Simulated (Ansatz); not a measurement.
# A hypothetical structure for TbCr2Ge2

Starting from a made-up structure for TbCr2Ge2, the aim is the relaxed cell, its shortest contacts and, where a second run follows, its electronic structure.

Method: DFT, PBE, plane-wave PAW, default files, scalar-relativistic, ferromagnetic start, cell and ions relaxed at zero pressure, in Ansatz 0.2.0.

In doubt: a part-filled 4f shell, where there is one, can sit in one of many states, so energies may not be the lowest and differences between runs may mislead; derivatives with an open 4f shell can jump between states, which bears on forces and vibrations.

### Step 1. Starting point

The structure is trigonal, space group P-3m1 (No. 164). Conventional cell: a = 4.046 Å, b = 4.046 Å, c = 6.692 Å, α = 90.00°, β = 90.00°, γ = 120.00°. Nearest to Tb lie 6 Ge at 2.91 Å. Nearest to Ge lie 4 Cr at 2.44 to 2.53 Å and 3 Tb at 2.91 Å. Nearest to Cr lie 4 Ge at 2.44 to 2.53 Å. Farther neighbours are not listed.

### Step 2. Relaxing cell and atoms

The guess takes its coordinates from another compound and its volume from a rule, so the cell and any free coordinates are relaxed together.

Input file input.yaml:

```yaml
crystal:
  lattice:
    - [4.046, 0.0, 0.0]
    - [-2.023, 3.503938784, 0.0]
    - [0.0, 0.0, 6.692]
  atoms:
    - { symbol: Tb, position: [0.0, 0.0, 0.0], spin: 6.0 }
    - { symbol: Ge, position: [0.666666667, 0.333333333, 0.7416] }
    - { symbol: Ge, position: [0.333333333, 0.666666667, 0.2584] }
    - { symbol: Cr, position: [0.666666667, 0.333333333, 0.3628], spin: 3.0 }
    - { symbol: Cr, position: [0.333333333, 0.666666667, 0.6372], spin: 3.0 }
magnetization:
  spin_polarized: true
kpoints:
  mp_grid: { grid: [8, 8, 4] }
scf:
  occupations: { method: fermi_dirac, width: 0.05 }
hamiltonian:
  xc: pbe
  pseudopotentials: { kind: paw }
relax:
  f_tol: 0.015
  max_steps: 70
  cell: {}
output:
  forces: true
  stress: true
```

Run with:

```
$ ansatz run input.yaml --threads 4 --pin off --max-ram 10240MiB --backend cpu --events-out ev --progress --plain --runs-dir out
```

Numbers of over 12 decimals in the logs are rounded to 6 here.

Log:

```text
Engine: ansatz 0.2.0, x86_64-unknown-linux-gnu
Pseudopotentials: kind: paw
Pseudopotential: Tb, paw, valence charge 19, recommended cutoff 420 eV (normal), Tb.paw.azcp
Pseudopotential: Ge, paw, valence charge 14, recommended cutoff 420 eV (normal), Ge.paw.azcp
Pseudopotential: Cr, paw, valence charge 14, recommended cutoff 420 eV (normal), Cr.paw.azcp
Functional definition: PBE
  parameter kappa = 0.804
  parameter beta = 0.066725
  exchange = pbe_x(kappa = kappa, mu = beta*pi^2/3)
  correlation = pbe_c(beta = beta)
Crystal: 5 atoms, lattice volume = 94.872 Å³
Basis set: ecut = 420 eV, 1835 PW (Γ), exchange–correlation on 60×60×90 points (8 copies of the dense FFT grid, shifted against one another)
Bands: 53, of which v1, the nominal top of the filled ones, is band 38 counted from 1 (37 counted from 0)
Symmetry: 12 space group operations
Space group: P-3m1 (ITA 164), of the structure as read, at distance tolerance 4.6e-5 Å
Magnetic group: BNS 164.85 (UNI 1315), of the structure as read, at distance tolerance 4.6e-5 Å
k-points: 35 of 256
Non-local potential: Tb, projectors of the file, l = 0: 3, l = 1: 2, l = 2: 2, l = 3: 3
Non-local potential: Ge, projectors of the file, l = 0: 2, l = 1: 2, l = 2: 3, l = 3: 1
Non-local potential: Cr, projectors of the file, l = 0: 3, l = 1: 2, l = 2: 3, l = 3: 1
PAW form: soft (Blöchl's): semilocal exchange-correlation on the pseudo side does not see the compensation charge
PAW one-centre angular grid: Tb, 590 points (default); XC on 64 Gauss nodes
PAW one-centre angular grid: Ge, 590 points (default); XC on 64 Gauss nodes
PAW one-centre angular grid: Cr, 590 points (default); XC on 64 Gauss nodes
Initial density: superposition of atomic densities (chi_scale 0.1, normalization cell)
Starting moments: Σ|m| = 12 μB on 3 of 5 sites
Initial wavefunctions: pseudopotential atomic-orbital guess
Functional: x = pbe(κ = 0.804, μ = 0.219515), c = pbe(β = 0.066725)
SCF iter   1: F=—  HF=-25290.833908 eV  |F-HF|=—  |Δ(HF+E_count)|=         —  Δρ=7.06e-2 (↑7.06e-2 ↓5.14e-2)  dr2=1.63e1  dr2_m=3.38e-1  M=10.832 μB ∫|m|=11.256 μB  β_m=0.30  ethr=3.10e-3  ⟨swp⟩=6.3  Hψ=12415  notcnv=0  defer=11
Mixer restart at iter 1: flushing history
preconditioner: auto → Kerker (q_TF=auto, 2.623 Å⁻¹)  [metal: Δε(μ)=0.003 eV  Ē_g=15.471 eV  σ=0.050 eV  W_gap=0.02  n_scr=34 (ndim 8)  ℏωp=28.8 eV  f_vac=0.000  D(μ)=15.28/eV (n_scr^D=250)]
spin=Collinear: Kerker preconditioning applied to the charge; magnetization (m = ρ↑ − ρ↓) channel mixes plain (no charge-response kernel on spin).
SCF iter   2: F=—  HF=-25289.546118 eV  |F-HF|=—  |Δ(HF+E_count)|=    1.29e0  Δρ=3.43e-2 (↑2.52e-2 ↓3.43e-2)  dr2=4.29e0  dr2_m=1.22e-1  M=11.000 μB ∫|m|=11.503 μB  β_m=0.42  ethr=3.10e-3  ⟨swp⟩=3.0  Hψ=7865  notcnv=0  defer=300
SCF iter   3: F=—  HF=-25289.022357 eV  |F-HF|=—  |Δ(HF+E_count)|=   5.24e-1  Δρ=1.84e-2 (↑1.39e-2 ↓1.84e-2)  dr2=4.90e-1  dr2_m=1.17e-1  M=11.151 μB ∫|m|=11.791 μB  β_m=0.71  ethr=3.10e-3  ⟨swp⟩=2.1  Hψ=5472  notcnv=0  defer=298
SCF iter   4: F=—  HF=-25289.214511 eV  |F-HF|=—  |Δ(HF+E_count)|=   1.92e-1  Δρ=8.96e-3 (↑8.96e-3 ↓3.40e-3)  dr2=1.30e-1  dr2_m=2.05e-2  M=11.335 μB ∫|m|=12.120 μB  β_m=0.80  ethr=6.54e-4  ⟨swp⟩=3.3  Hψ=7828  notcnv=0  defer=297
SCF iter   5: F=—  HF=-25289.267809 eV  |F-HF|=—  |Δ(HF+E_count)|=         —  Δρ=1.33e-2 (↑1.33e-2 ↓8.34e-3)  dr2=1.40e-1  dr2_m=8.37e-2  M=11.745 μB ∫|m|=12.585 μB  β_m=0.80  ethr=1.74e-4  ⟨swp⟩=3.5  Hψ=7435  notcnv=0  defer=324
Mixer restart at iter 5: flushing history
SCF iter   6: F=—  HF=-25289.268324 eV  |F-HF|=—  |Δ(HF+E_count)|=   5.16e-4  Δρ=6.02e-3 (↑6.02e-3 ↓4.82e-3)  dr2=8.25e-2  dr2_m=1.58e-3  M=11.670 μB ∫|m|=12.504 μB  β_m=0.67  ethr=1.74e-4  ⟨swp⟩=3.7  Hψ=8297  notcnv=0  defer=306
SCF iter   7: F=—  HF=-25289.238706 eV  |F-HF|=—  |Δ(HF+E_count)|=   2.96e-2  Δρ=2.77e-3 (↑2.69e-3 ↓2.77e-3)  dr2=5.48e-3  dr2_m=5.18e-3  M=11.761 μB ∫|m|=12.605 μB  β_m=0.77  ethr=1.10e-4  ⟨swp⟩=3.0  Hψ=8161  notcnv=0  defer=313
SCF iter   8: F=—  HF=-25289.242265 eV  |F-HF|=—  |Δ(HF+E_count)|=   3.56e-3  Δρ=1.51e-3 (↑1.32e-3 ↓1.51e-3)  dr2=1.86e-3  dr2_m=1.18e-3  M=11.801 μB ∫|m|=12.647 μB  β_m=0.89  ethr=7.31e-6  ⟨swp⟩=2.1  Hψ=7084  notcnv=0  defer=311
SCF iter   9: F=—  HF=-25289.244936 eV  |F-HF|=—  |Δ(HF+E_count)|=   2.67e-3  Δρ=1.30e-3 (↑1.30e-3 ↓6.19e-4)  dr2=1.76e-3  dr2_m=5.36e-4  M=11.812 μB ∫|m|=12.655 μB  β_m=0.88  ethr=2.48e-6  ⟨swp⟩=2.3  Hψ=7408  notcnv=0  defer=308
SCF iter  10: F=—  HF=-25289.244918 eV  |F-HF|=—  |Δ(HF+E_count)|=   1.88e-5  Δρ=7.06e-4 (↑7.06e-4 ↓2.67e-4)  dr2=1.12e-3  dr2_m=5.86e-5  M=11.845 μB ∫|m|=12.690 μB  β_m=0.94  ethr=2.34e-6  ⟨swp⟩=2.0  Hψ=6746  notcnv=0  defer=308
SCF iter  11: F=—  HF=-25289.244961 eV  |F-HF|=—  |Δ(HF+E_count)|=   4.31e-5  Δρ=1.74e-4 (↑1.74e-4 ↓1.74e-4)  dr2=1.53e-4  dr2_m=2.33e-6  M=11.839 μB ∫|m|=12.682 μB  β_m=0.85  ethr=1.49e-6  ⟨swp⟩=2.0  Hψ=5676  notcnv=0  defer=308
SCF iter  12: F=—  HF=-25289.244891 eV  |F-HF|=—  |Δ(HF+E_count)|=   6.99e-5  Δρ=7.35e-5 (↑4.83e-5 ↓7.35e-5)  dr2=1.97e-5  dr2_m=8.47e-7  M=11.838 μB ∫|m|=12.681 μB  β_m=0.85  ethr=2.05e-7  ⟨swp⟩=2.0  Hψ=5474  notcnv=0  defer=308
SCF iter  13: F=—  HF=-25289.244881 eV  |F-HF|=—  |Δ(HF+E_count)|=   9.92e-6  Δρ=3.68e-5 (↑1.24e-5 ↓3.68e-5)  dr2=4.10e-6  dr2_m=2.71e-7  M=11.839 μB ∫|m|=12.682 μB  β_m=0.92  ethr=2.63e-8  ⟨swp⟩=2.0  Hψ=5465  notcnv=0  defer=308
SCF iter  14: F=—  HF=-25314.451210 eV  |F-HF|=—  |Δ(HF+E_count)|=         —  Δρ=2.90e-1 (↑2.90e-1 ↓2.83e-1)  dr2=4.92e-2  dr2_m=7.15e1  M=-0.711 μB ∫|m|=12.947 μB  β_m=1.00  ethr=5.47e-9  ⟨swp⟩=2.0  Hψ=5612  notcnv=0  defer=308
Mixer restart at iter 14: flushing history
SCF iter  15: F=—  HF=-25289.302252 eV  |F-HF|=—  |Δ(HF+E_count)|=    2.51e1  Δρ=1.10e-2 (↑1.10e-2 ↓9.46e-3)  dr2=2.51e-1  dr2_m=2.06e-2  M=-0.165 μB ∫|m|=12.885 μB  β_m=0.92  ethr=6.67e-5  ⟨swp⟩=4.2  Hψ=9944  notcnv=0  defer=302
SCF iter  16: F=—  HF=-25289.295090 eV  |F-HF|=—  |Δ(HF+E_count)|=   7.16e-3  Δρ=2.44e-2 (↑4.66e-3 ↓2.44e-2)  dr2=4.17e-1  dr2_m=1.60e-1  M=0.315 μB ∫|m|=12.477 μB  β_m=0.53  ethr=6.67e-5  ⟨swp⟩=3.9  Hψ=8971  notcnv=0  defer=295  recentre
SCF iter  17: F=—  HF=-25289.220860 eV  |F-HF|=—  |Δ(HF+E_count)|=   7.42e-2  Δρ=4.45e-3 (↑4.45e-3 ↓3.57e-3)  dr2=3.10e-2  dr2_m=4.75e-3  M=-0.045 μB ∫|m|=12.810 μB  β_m=0.72  ethr=6.67e-5  ⟨swp⟩=3.0  Hψ=8049  notcnv=0  defer=295
SCF iter  18: F=—  HF=-25289.208700 eV  |F-HF|=—  |Δ(HF+E_count)|=   1.22e-2  Δρ=9.30e-4 (↑4.97e-4 ↓9.30e-4)  dr2=8.33e-4  dr2_m=2.87e-4  M=-0.006 μB ∫|m|=12.804 μB  β_m=0.86  ethr=4.14e-5  ⟨swp⟩=2.0  Hψ=6621  notcnv=0  defer=299
[...]
SCF iter   2: F=—  HF=-25289.493796 eV  |F-HF|=—  |Δ(HF+E_count)|=   1.25e-4  Δρ=2.27e-5 (↑2.27e-5 ↓1.35e-5)  dr2=2.85e-8  dr2_m=2.02e-8  M=-0.736 μB ∫|m|=13.442 μB  β_m=0.65  ethr=2.92e-10  ⟨swp⟩=2.2  Hψ=6068  notcnv=0
SCF iter   3: F=—  HF=-25318.928204 eV  |F-HF|=—  |Δ(HF+E_count)|=         —  Δρ=2.95e-1 (↑2.87e-1 ↓2.95e-1)  dr2=9.21e-2  dr2_m=8.10e1  M=12.754 μB ∫|m|=13.049 μB  β_m=1.00  ethr=3.80e-11  ⟨swp⟩=2.2  Hψ=4948  notcnv=0
Mixer restart at iter 3: flushing history
SCF iter   4: F=—  HF=-25289.455565 eV  |F-HF|=—  |Δ(HF+E_count)|=    2.95e1  Δρ=1.12e-2 (↑1.12e-2 ↓7.18e-3)  dr2=1.92e-1  dr2_m=2.04e-2  M=12.417 μB ∫|m|=13.238 μB  β_m=0.65  ethr=6.67e-5  ⟨swp⟩=4.9  Hψ=12240  notcnv=0  defer=58
SCF iter   5: F=—  HF=-25289.386022 eV  |F-HF|=—  |Δ(HF+E_count)|=   6.95e-2  Δρ=5.28e-3 (↑5.28e-3 ↓3.61e-3)  dr2=5.95e-3  dr2_m=1.60e-2  M=12.333 μB ∫|m|=13.205 μB  β_m=0.60  ethr=6.67e-5  ⟨swp⟩=3.0  Hψ=8234  notcnv=0  defer=292
SCF iter   6: F=—  HF=-25289.381495 eV  |F-HF|=—  |Δ(HF+E_count)|=   4.53e-3  Δρ=1.80e-3 (↑1.23e-3 ↓1.80e-3)  dr2=2.15e-3  dr2_m=1.68e-3  M=12.377 μB ∫|m|=13.284 μB  β_m=0.72  ethr=7.94e-6  ⟨swp⟩=2.2  Hψ=7254  notcnv=0  defer=293
SCF iter   7: F=—  HF=-25289.386080 eV  |F-HF|=—  |Δ(HF+E_count)|=         —  Δρ=7.40e-4 (↑7.40e-4 ↓6.77e-4)  dr2=7.48e-4  dr2_m=2.97e-4  M=12.404 μB ∫|m|=13.348 μB  ethr=2.87e-6  ⟨swp⟩=2.0  Hψ=6704  notcnv=0  defer=293
Mixer restart at iter 7: flushing history
SCF iter   8: F=—  HF=-25289.493814 eV  |F-HF|=—  |Δ(HF+E_count)|=         —  Δρ=3.87e-6 (↑4.78e-7 ↓3.87e-6)  dr2=1.94e-8  dr2_m=3.50e-9  M=-0.736 μB ∫|m|=13.442 μB  β_m=0.72  ethr=3.80e-11  ⟨swp⟩=3.6  Hψ=9855  notcnv=0
SCF iter   9: F=—  HF=-25289.493814 eV  |F-HF|=—  |Δ(HF+E_count)|=   2.90e-9  Δρ=1.99e-6 (↑1.09e-6 ↓1.99e-6)  dr2=6.16e-9  dr2_m=4.32e-10  M=-0.736 μB ∫|m|=13.442 μB  β_m=0.59  ethr=2.59e-11  ⟨swp⟩=2.0  Hψ=6547  notcnv=0
SCF iter  10: F=—  HF=-25289.493814 eV  |F-HF|=—  |Δ(HF+E_count)|=   1.93e-9  Δρ=5.88e-7 (↑2.10e-7 ↓5.88e-7)  dr2=2.06e-10  dr2_m=1.19e-10  M=-0.736 μB ∫|m|=13.442 μB  β_m=0.56  ethr=8.21e-12  ⟨swp⟩=2.0  Hψ=6070  notcnv=0
SCF iter  11: F=—  HF=-25289.493814 eV  |F-HF|=—  |Δ(HF+E_count)|=   4.55e-8  Δρ=5.62e-7 (↑8.98e-8 ↓5.62e-7)  dr2=3.12e-10  dr2_m=7.64e-11  M=-0.736 μB ∫|m|=13.442 μB  β_m=0.56  ethr=1.00e-12  ⟨swp⟩=2.0  Hψ=5159  notcnv=0
SCF iter  12: F=—  HF=-25289.493814 eV  |F-HF|=—  |Δ(HF+E_count)|=  4.26e-10  Δρ=5.18e-7 (↑6.46e-8 ↓5.18e-7)  dr2=3.42e-10  dr2_m=6.21e-11  M=-0.736 μB ∫|m|=13.442 μB  β_m=0.78  ethr=1.00e-12  ⟨swp⟩=1.8  Hψ=3985  notcnv=0
SCF iter  13: F=—  HF=-25289.493814 eV  |F-HF|=—  |Δ(HF+E_count)|=  2.87e-10  Δρ=4.11e-7 (↑4.42e-8 ↓4.11e-7)  dr2=2.52e-10  dr2_m=3.74e-11  M=-0.736 μB ∫|m|=13.442 μB  β_m=0.73  ethr=1.00e-12  ⟨swp⟩=1.5  Hψ=3938  notcnv=0
SCF iter  14: F=—  HF=-25289.493814 eV  |F-HF|=—  |Δ(HF+E_count)|=  2.04e-10  Δρ=1.96e-7 (↑2.04e-8 ↓1.96e-7)  dr2=4.58e-11  dr2_m=1.01e-11  M=-0.736 μB ∫|m|=13.442 μB  β_m=0.86  ethr=1.00e-12  ⟨swp⟩=2.0  Hψ=4872  notcnv=0
SCF iter  15: F=—  HF=-25289.493814 eV  |F-HF|=—  |Δ(HF+E_count)|=  6.55e-11  Δρ=9.44e-8 (↑1.01e-8 ↓9.44e-8)  dr2=9.57e-12  dr2_m=2.24e-12  M=-0.736 μB ∫|m|=13.442 μB  β_m=0.93  ethr=1.00e-12  ⟨swp⟩=1.4  Hψ=3750  notcnv=0
SCF iter  16: F=—  HF=-25289.493814 eV  |F-HF|=—  |Δ(HF+E_count)|=         —  Δρ=3.11e-8 (↑8.41e-9 ↓3.11e-8)  dr2=1.17e-12  dr2_m=2.50e-13  M=-0.736 μB ∫|m|=13.442 μB  β_m=0.93  ethr=1.00e-12  ⟨swp⟩=1.0  Hψ=3710  notcnv=0
Mixer restart at iter 16: flushing history
SCF iter  17: F=—  HF=-25289.493814 eV  |F-HF|=—  |Δ(HF+E_count)|=  7.28e-12  Δρ=1.40e-8 (↑1.40e-8 ↓1.08e-8)  dr2=1.49e-13  dr2_m=1.17e-13  M=-0.736 μB ∫|m|=13.442 μB  β_m=0.97  ethr=1.00e-12  ⟨swp⟩=1.0  Hψ=3710  notcnv=0
SCF iter  18: F=—  HF=-25289.493814 eV  |F-HF|=—  |Δ(HF+E_count)|=  7.28e-12  Δρ=2.64e-8 (↑9.09e-9 ↓2.64e-8)  dr2=1.28e-12  dr2_m=8.13e-14  M=-0.736 μB ∫|m|=13.442 μB  β_m=0.84  ethr=1.00e-12  ⟨swp⟩=1.0  Hψ=3710  notcnv=0
SCF iter  19: F=-25289.493814 eV  HF=-25289.493814 eV  |F-HF|=7.28e-12  |Δ(HF+E_count)|=    0.00e0  Δρ=7.98e-8 (↑4.91e-9 ↓7.98e-8)  dr2=6.28e-12  dr2_m=1.52e-12  M=-0.736 μB ∫|m|=13.442 μB  ethr=1.00e-12  ⟨swp⟩=2.5  Hψ=9738  notcnv=0
the starting moments were not kept: 2 of 3 ended reversed and 1 kept their direction, counting a site from 0.1 μB. The largest reversed, site 4 (counted from 0, in the order of the report's site_moments_mub), started with +3.0 μB and closes at -3.0e0 μB in its sphere. The net magnetisation is 7.3e-1 μB in size, at most 0.1 of the 12 μB that the starting moments add up to as vectors.
SCF 8 converged in 19 iterations: F = -25289.493814 eV  dr2 = 6.28e-12
relax step   8: F+E_penalty+E_count = -25289.49381441 eV  Δ(F+E_penalty+E_count) = -1.966e-5 eV  max|allowed force component| = 1.503e-4 eV/Å  Δτ_max = 0.0000 Å  P = +0.003 GPa  Ω = 104.263 Å³  stress off target by 4.44e-3 GPa  SCF on the basis re-selected at this cell (its energy is not comparable with the rows above)  (19 SCF iters)
basis re-selected at this cell: Δ(F+E_penalty+E_count) = -1.966e-5 eV, ΔP = -0.000 GPa vs the last step (what re-selecting the basis moved, of the pressure what is left beyond the Pulay correction that the steps carried, after the strain that the cell walked since its last selection, with what the two solves' SCF thresholds leave and, on support functions, any second-order correction that the steps lacked; it is no m [...]
SCF converged after 19 iterations
Magnetization: -0.7358 μB (37.1321 up, 37.8679 down)
Absolute magnetization: 13.4464 μB (∫|ρ↑−ρ↓|, with the PAW one-centre terms)
Spin contamination: 6.1232 ħ² per cell (⟨S²⟩ above its minimum at these occupations)
Per-site moments (μB) at R_I (Å): [(5.839606, 1.241275), (0.132753, 1.040107), (0.132753, 1.040107), (-3.049790, 1.040107), (-3.049790, 1.040107)]
Free energy (F): -25289.493814 eV
Harris-Foulkes:  -25289.493814 eV  (|F-HF|=7.28e-12)
Internal energy: -25289.417104 eV  (E = F + TS)
E sigma→0 (E₀):  -25289.455459 eV
Entropy (-TS):   -0.076710 eV (-15.342 meV/atom)
Fermi energy:    11.427944 eV
--- Per-component energies (eV) ---
  E_band       = -725.554060
  E_kinetic    = 1257.906751
  E_local      = -10693.618299  (includes V_loc(G=0)·N_el)
  E_nonlocal   = 1668.158024
  E_hartree    = 4562.736645
  E_xc         = -617.194403
  E_vxc        = -686.969810  (∫ρ·V_xc dr)
  E_paw        = -13152.106458  (= ΣΔE_a)
  E_vpaw       = -1396.505430  (= ΣTr[D̂ρ^β])
  E_aug_tail   = 0.001286  (compensation charges beyond the density's cutoff)
  E_ewald      = -8315.300650
  E_smearing   = -0.076710  (= −TS)
  E_closure    = 0.000000  (closes the sum)
  Σ components = -25289.493814   (vs F -25289.493814, Δ=0.00e0)
--- Forces (eV/Å), atoms counted from 1 ---
  atom   1  Tb     0.00000000    -0.00000000     0.00000000
  atom   2  Ge     0.00000000     0.00000000    -0.00015033
  atom   3  Ge     0.00000000    -0.00000000     0.00015033
  atom   4  Cr     0.00000000     0.00000000    -0.00007506
  atom   5  Cr     0.00000000    -0.00000000     0.00007506
  max |Σ_I F_I| component: 1.16e-17 eV/Å
--- Stress (GPa, compression-positive) ---
        0.004440       0.000000       0.000000
       -0.000000       0.004440      -0.000000
        0.000000      -0.000000      -0.000099
  P = ⅓ Tr σ = 0.0029 GPa (0.029 kbar)
--- Relaxed structure (6 steps of the walk, 6 accepted, 2 SCFs on fresh bases) ---
  F+E_penalty+E_count = -25289.49381441 eV   max|allowed force component| = 1.503e-4 eV/Å   (the final SCF, on the basis selected at the relaxed cell)
  cell:  # Å, volume = 104.2634 Å³
    - [4.192312, 0.0, 0.0]
    - [-2.096156, 3.630649, 0]
    - [0.0, 0, 6.850052]
  atoms:
    - { symbol: Tb, position: [0, 0, 1.0368938888086115e-19] }
    - { symbol: Ge, position: [0.666667, 0.333333, 0.738998] }
    - { symbol: Ge, position: [0.333333, 0.666667, 0.261002] }
    - { symbol: Cr, position: [0.666667, 0.333333, 0.364159] }
    - { symbol: Cr, position: [0.333333, 0.666667, 0.635841] }
```

It took 85 s on 4 threads of Intel Xeon Platinum 8488C (Sapphire Rapids), shared host; peak memory 0.9 GiB.

The steps of the relaxation:

```csv
step,energy less that of the first step (eV),largest force component (eV/Å),pressure (GPa),volume (Å³)
1,0.0000,0.2074,7.51,94.87
2,-0.1649,0.4310,-0.02,104.92
3,-0.2072,0.0567,0.02,104.22
4,-0.2084,0.0032,0.04,104.12
5,-0.2084,0.0009,0.00,104.16
6*,-0.2126,0.0012,0.07,104.16
7,-0.2126,0.0002,0.00,104.26
8*,-0.2126,0.0001,0.00,104.26
```

Relaxation steps marked * repeat the geometry before them on a plane-wave basis chosen anew for their cell, so energy and pressure can jump there.

Forces are held to the 12 operations that the run works with; a distortion that breaks them can't arise in this run.

```
conventional cell, symmetrised  before  after  change
                         a (Å)   4.046  4.192  +3.6 %
                         b (Å)   4.046  4.192  +3.6 %
                         c (Å)   6.692  6.850  +2.4 %
              volume (Å³/atom)   18.97  20.85  +9.9 %
```

The atoms that moved most (Å, as changes of fractional coordinates times the final cell):

| atom | dx | dy | dz | length |
| --- | --- | --- | --- | --- |
| Ge2 | 0.000 | 0.000 | -0.018 | 0.018 |
| Ge3 | 0.000 | 0.000 | 0.018 | 0.018 |
| Cr5 | 0.000 | 0.000 | -0.009 | 0.009 |
| Cr4 | 0.000 | 0.000 | 0.009 | 0.009 |

Final coordinates:

```xyz
5
Lattice="4.1923 0.0000 0.0000 -2.0962 3.6306 0.0000 0.0000 0.0000 6.8501" Properties=species:S:1:pos:R:3 pbc="T T T"
Tb    0.0000    0.0000    0.0000
Ge    2.0962    1.2102    5.0622
Ge    0.0000    2.4204    1.7879
Cr    2.0962    1.2102    2.4945
Cr    0.0000    2.4204    4.3555
```

Numbers from this step:

```yaml
free_energy: -25289.4938 eV
energy_at_zero_smearing: -25289.4555 eV
smearing_term_ts: 0.07671 eV
fermi_energy: 11.43 eV
magnetization: -0.7358 μB
absolute_magnetization: 13.45 μB
site_moments: 5.840, 0.1328, 0.1328, -3.050, -3.050 μB
electrons: 75
symmetry_operations: 12
pressure: 0.002927 GPa
```

Site moment by atom:

```csv
atom,site moment (μB)
Tb1,5.84
Ge2,0.13
Ge3,0.13
Cr4,-3.05
Cr5,-3.05
```

Shortest distances by pair of elements, guess and relaxed (not always the same contact):

| pair | guess (Å) | relaxed (Å) |
| --- | --- | --- |
| Cr–Ge | 2.438 | 2.521 |
| Ge–Tb | 2.906 | 3.009 |
| Cr–Cr | 2.971 | 3.053 |
| Cr–Tb | 3.369 | 3.476 |
| Ge–Ge | 3.989 | 4.072 |

The relaxation ends with a largest force component of 1.5e-4 eV/Å and a pressure of 0.00 GPa.

### Step 3. Outcome

| Property | Result |
| --- | --- |
| space group, relaxed | P-3m1 |
| conventional cell | a = 4.192, b = 4.192, c = 6.850 Å; α = 90.0°, β = 90.0°, γ = 120.0° |
| volume per atom | 20.85 Å³ (guess 18.97) |
| total moment | 0.74 μB in the cell of 5 atoms |

In words: TbCr2Ge2 relaxes to P-3m1 with a = 4.192, b = 4.192 and c = 6.850 Å. The guessed volume was 9 % too small. The space group P-3m1 was held in the relaxation, so the end point is a stationary structure within it and may be a saddle against distortions or other arrangements. The input starts from parallel moments, and no other start was typed; the run left that order, and the end state is ferrimagnetic. The f shell may be open and has no Hubbard U, so its place in energy and the volume are uncertain. The electronic state may lie above the lowest one. Mesh and cutoff weren't tested. Spin-orbit coupling is left out, which can matter for elements this heavy. No dispersion term is used, so weakly bound directions may come out too long. Nothing here tests whether the compound is stable against decomposition.

[Logs are printed without paths, hosts, clocks, repeated set-up lines and the standing remarks that a program may print on its own settings, such as how far it seeks lower states.]

[Hosts, paths, dates, database ids (printed as entryN), source tags and the programs' standing remarks are cut or masked in the printed files.]
